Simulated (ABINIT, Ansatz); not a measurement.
# Quasiparticle gap of BaAlSiH (P3m1) in ABINIT, part 3 of 3

How does a plane-wave GW calculation on BaAlSiH (P3m1) run from the first input to the gap?

ABINIT 10.8.3; LDA and many-body steps on it, plane waves. Known limits of the many-body steps: not at the basis limit; no spin-orbit coupling; coarse k mesh.

So far. Step 4 (Empty states on the mesh, 3×3×2 mesh, 211 bands): On this mesh the gap is 1.072 eV. The earlier step found 0.695 eV, so this mesh misses an edge. Step 5 (Screening, 3×3×2 mesh, 203 bands, screening to 176.9 eV): Local fields lower ε∞ by 11 %. On a Γ-centred mesh this coarse the value itself is usually too large, while a short band sum pulls it down.

**6. Self-energy, 3×3×2 mesh, 203 bands, screening to 176.9 eV**

The self-energy is evaluated for the states that the input lists, and the levels follow from it, in one-shot runs by the linearised quasiparticle equation.

This step: G0W0 on LDA, plane waves, norm-conserving pseudopotentials.

run.abi reads:

```
acell 3*1.0 Angstrom
rprim 
  4.334227520372 0.000000000006 0.000000000000
  -2.167113760192 3.753551138421 0.000000000000
  0.000000000000 0.000000000000 5.262552000000
ntypat 4
znucl 56 13 14 1
natom 4
typat 1 2 3 4
xred 
  0.000000000000 0.000000000000 0.000436000000
  0.666666666667 0.333333333333 0.465248000000
  0.333333333333 0.666666666667 0.542307000000
  0.666666666667 0.333333333333 0.134910000000
pp_dirpath "pseudos"
pseudos "Ba.upf, Al.upf, Si.upf, H.upf"
ecut 31
ngkpt 3 3 2
nshiftk 1
shiftk 0 0 0
kptopt 1
chksymbreak 0
istwfk *1
occopt 1
irdwfk 1
optdriver 4
nband 203
gwcalctyp 0
ecutsigx 31
symsigma 1
nkptgw 3
kptgw 
  0.0000000000 0.0000000000 0.5000000000
  0.3333333333 0.0000000000 0.0000000000
  0.0000000000 0.0000000000 0.0000000000
bdgw 
  7 12
  8 11
  8 12
ecuteps 6.5
irdscr 1
ppmodel 1
indata_prefix "in"
outdata_prefix "out"
tmpdata_prefix "tmp"
```

Run with:

```bash
$ OMP_NUM_THREADS=1 mpirun -n 4 abinit run.abi > log
```

Numbers of over 12 decimals in the logs are rounded to 6 here.

The log of the run:

```text
.Version 10.8.3 of ABINIT. v10.8.2 released Aug 2026.

 Symmetries : space group P3 m 1 (#156); Bravais hP (primitive hexag.)
[... echo of the input left out ...]
== DATASET  1 ==================================================================
-   mpi_nproc: 4, omp_nthreads: 1 (-1 if OMP is not activated)

--- !DatasetInfo
iteration_state: {dtset: 1, }
dimensions: {natom: 4, nkpt: 6, mband: 203, nsppol: 1, nspinor: 1, nspden: 1, mpw: 4806, }
cutoff_energies: {ecut:  31.0, pawecutdg:  -1.0, }
electrons: {nelect:   1.80000000E+01, charge:   0.00000000E+00, occopt:   1.00000000E+00, tsmear:   1.00000000E-02, }

 SIGMA: Calculation of the GW corrections

 Based on a program developped by R.W. Godby, V. Olevano, G. Onida, and L. Reining.
 Incorporated in ABINIT by V. Olevano, G.-M. Rignanese, and M. Torrent.
.Using double precision arithmetic ; gwpc =  8

[... cell and pseudopotentials left out ...]
--------------------------------------------------------------------------------

 ==== K-mesh for the wavefunctions ====
 Number of points in the irreducible wedge :     6
[... list of points left out ...]
 Together with  6 symmetry operations and time-reversal symmetry
 yields    18 points in the full Brillouin Zone.

 ==== Q-mesh for screening function ====
 Number of points in the irreducible wedge :     6
[... list of points left out ...]
 Together with  6 symmetry operations and time-reversal symmetry
 yields    18 points in the full Brillouin Zone.

 vcoul_init : cutoff-mode = AUXILIARY_FUNCTION
 q-points for optical limit:   1
     1)      0.000010    0.000020    0.000030
 setmesh: FFT mesh size selected  =    36x   36x   50
          total number of points  =        64800

 Number of electrons calculated from density =   18.0000; Expected =   18.0000
 average of density, n =  0.031155
 r_s =    1.9715
 omega_plasma =   17.0262 [eV]

 === KS Band Gaps ===
  >>>> For spin  1
   Minimum direct gap =   1.6472 [eV], located at k-point      :   0.0000  0.0000  0.5000
   Fundamental gap    =   1.0722 [eV], Top of valence bands at :   0.0000  0.0000  0.5000
                                       Bottom of conduction at :   0.3333  0.0000  0.0000
 SIGMA fundamental parameters:
 PLASMON POLE MODEL  1
 number of plane-waves for SigmaX                 4747
 number of plane-waves for SigmaC and W            455
 number of plane-waves for wavefunctions          4747
 number of bands                                   203
 number of independent spin polarizations            1
 number of spinorial components                      1
 number of k-points in IBZ                           6
 number of q-points in IBZ                           6
 number of symmetry operations                       6
 number of k-points in BZ                           18
 number of q-points in BZ                           18
 number of frequencies for dSigma/dE                 9
 frequency step for dSigma/dE [eV]                0.25
 number of omega for Sigma on real axis              0
 max omega for Sigma on real axis  [eV]           0.00
 zcut for avoiding poles [eV]                     0.10

 EPSILON^-1 parameters (SCR file):
 dimension of the eps^-1 matrix on file            455
 dimension of the eps^-1 matrix used               455
 number of plane-waves for wavefunctions          4747
 number of bands                                   203
 number of q-points in IBZ                           6
 number of frequencies                               2
 number of real frequencies                          1
 number of imag frequencies                          1

 matrix elements of self-energy operator (all in [eV])

 Perturbative Calculation

--- !SelfEnergy_ee
iteration_state: {dtset: 1, }
kpoint     : [   0.000,    0.000,    0.500, ]
spin       : 1
KS_gap     :    1.647
QP_gap     :    2.063
Delta_QP_KS:    0.416
data: !SigmaeeData |
     Band     E0 <VxcDFT>   SigX SigC(E0)      Z dSigC/dE  Sig(E)    E-E0       E
        7   4.948 -10.184 -11.848   0.950   0.753  -0.329 -10.722  -0.538   4.411
        8   4.948 -10.184 -11.848   0.950   0.753  -0.329 -10.722  -0.538   4.411
        9   5.087  -9.992 -11.278   0.748   0.754  -0.327 -10.397  -0.405   4.682
       10   6.734  -9.559  -5.337  -4.208   0.762  -0.313  -9.549   0.011   6.744
       11   6.894  -9.412  -5.165  -4.011   0.771  -0.297  -9.230   0.181   7.075
       12   6.894  -9.412  -5.165  -4.011   0.771  -0.297  -9.230   0.181   7.075

--- !SelfEnergy_ee
iteration_state: {dtset: 1, }
kpoint     : [   0.333,    0.000,    0.000, ]
spin       : 1
KS_gap     :    1.652
QP_gap     :    1.955
Delta_QP_KS:    0.303
data: !SigmaeeData |
     Band     E0 <VxcDFT>   SigX SigC(E0)      Z dSigC/dE  Sig(E)    E-E0       E
        8   4.101  -9.981 -11.926   1.247   0.746  -0.340 -10.502  -0.521   3.580
        9   4.506  -9.427 -10.437   0.636   0.756  -0.323  -9.710  -0.283   4.223
       10   6.159  -9.032  -5.367  -3.639   0.769  -0.301  -9.012   0.019   6.178
       11   7.445  -9.078  -4.810  -4.149   0.771  -0.298  -8.986   0.092   7.537

--- !SelfEnergy_ee
iteration_state: {dtset: 1, }
kpoint     : [   0.000,    0.000,    0.000, ]
spin       : 1
KS_gap     :    1.727
QP_gap     :    2.171
Delta_QP_KS:    0.444
data: !SigmaeeData |
     Band     E0 <VxcDFT>   SigX SigC(E0)      Z dSigC/dE  Sig(E)    E-E0       E
        8   4.607  -9.996 -11.574   0.959   0.754  -0.326 -10.463  -0.467   4.140
        9   4.607  -9.996 -11.574   0.959   0.754  -0.326 -10.463  -0.467   4.140
       10   6.333  -9.132  -5.237  -3.925   0.763  -0.310  -9.155  -0.022   6.311
       11   8.191  -9.395  -4.907  -4.373   0.771  -0.296  -9.306   0.089   8.280
       12   8.191  -9.395  -4.907  -4.373   0.771  -0.296  -9.306   0.089   8.280

== END DATASET(S) ==============================================================
================================================================================

 -outvars: echo values of variables after computation  --------
           etotal      0.0000000000E+00
            nband         203
             nkpt           6
          spgroup         156
 [... the other variables as echoed above ...]

 Calculation completed.
```

It took 50 s on 4 MPI ranks of Intel Xeon Platinum 8488C (Sapphire Rapids), shared host; peak memory 1.2 GiB; 3.3 min of CPU time.

This step gave:

```
G0W0 gap on the points computed              : 1.496 eV
starting gap on the mesh                     : 1.072 eV
k of the valence top                         : 0, 0, 0.5
k of the conduction bottom                   : 0.3333, 0, 0
Z at the valence top                         : 0.754
Z at the conduction bottom                   : 0.769
least direct G0W0 gap on the computed points : 1.955 eV
```

The gap on the mesh goes from 1.07 eV to 1.50 eV, a correction of +0.42 eV. The start differs from the 0.69 eV found before because the two sample other k points.

Limits: finite bands, cutoff and mesh; no spin-orbit coupling; coarse k mesh. v1 is the top filled band, c1 the lowest empty one. The levels before and after the correction (eV, zero at the valence-band top of each column):

```
           conduction bottom  valence top
Kohn-Sham               1.07         0.00
     G0W0               1.50         0.00
```

```
                     level  energy (eV)
Kohn-Sham  (0 0 0.5) v3-v2       -0.138
Kohn-Sham     (0 0 0.5) v1        0.000
Kohn-Sham     (0 0 0.5) c1        1.647
Kohn-Sham  (0 0 0.5) c2-c3        1.808
Kohn-Sham   (0.333 0 0) v2       -0.985
Kohn-Sham   (0.333 0 0) v1       -0.580
Kohn-Sham   (0.333 0 0) c1        1.072
Kohn-Sham   (0.333 0 0) c2        2.359
     G0W0  (0 0 0.5) v3-v2       -0.271
     G0W0     (0 0 0.5) v1        0.000
     G0W0     (0 0 0.5) c1        2.062
     G0W0  (0 0 0.5) c2-c3        2.393
     G0W0   (0.333 0 0) v2       -1.102
     G0W0   (0.333 0 0) v1       -0.459
     G0W0   (0.333 0 0) c1        1.496
     G0W0   (0.333 0 0) c2        2.855
```

**7. Where the time went**

Times are wall times on 4 MPI ranks of Intel Xeon Platinum 8488C (Sapphire Rapids), shared host, good to a factor of about two.

```
                          step     time  share  memory (GiB)
                  ground state     17 s    7 %          0.39
bands along the symmetry lines     29 s   12 %          0.39
      empty states on the mesh  2.1 min   50 %           5.1
                     screening     29 s   12 %           1.0
                   self-energy     50 s   20 %           1.2
```

**8. Summary of results**

```yaml
lda_gap: 0.66 eV, indirect
g0w0_gap_on_the_mesh: 1.50 eV
g0w0_gap_over_the_zone_rigid_shift: 1.09 eV
gw_settings: 3×3×2 mesh, 203 bands, screening to 176.9 eV, Godby-Needs plasmon pole
known_limits: not at the basis limit; no spin-orbit coupling; coarse k mesh
```

What this shows: G0W0 moves the gap on the mesh from 1.07 eV to 1.50 eV (+0.42 eV), with Z of 0.75 and 0.77 at the edges. The mesh misses the band edges by 0.41 eV in all; a rigid shift gives 1.09 eV for the zone. Local fields lower the RPA ε∞ on this mesh from 24.91 to 22.21; a Γ-centred mesh this coarse tends to raise both, most where the direct gap is narrow, while a short band sum lowers them. Only 3 of the mesh's irreducible points were corrected, so a valley elsewhere could overtake. The dearest step here is «empty states on the mesh». Bands and cutoff are finite, so the gap is not at the basis limit. The miss can reach some tenths of an eV and take either sign; the mesh is an error of its own. In the G0W0 run levels were corrected at 3 k points alone, so a gap called «on the mesh» is the least over those, and an edge elsewhere would be missed. A denser mesh or path gives a starting gap of 0.66 eV: the GW mesh misses a band edge, so its gaps are not the fundamental one. The 3×3×2 mesh is coarse for this cell, which bears on the long-range parts of exchange and screening. The many-body steps are scalar-relativistic: spin-orbit coupling is not in them.

[Paths, hosts, dates, memory and timing lines, banners, echoed tables and standing remarks are left out of the program output.]

[Logs are printed without paths, hosts, clocks, repeated set-up lines and the standing remarks that a program may print on its own settings, such as how far it seeks lower states.]

[Runs of the session that timed out or met a known fault of the program may be left out.]

[Hosts, paths, dates, database ids (printed as entryN), source tags and the programs' standing remarks are cut or masked in the printed files.]

[G0W0 gaps are taken among the corrected bands and points alone; a level outside them can change the order at an edge.]

[Where Ansatz stands beside ABINIT at settings called matched, ABINIT's density can come from a denser mesh and the files from another edition; pairs whose starting gaps differed by over 0.03 eV were left out, so agreement reads better than it is.]
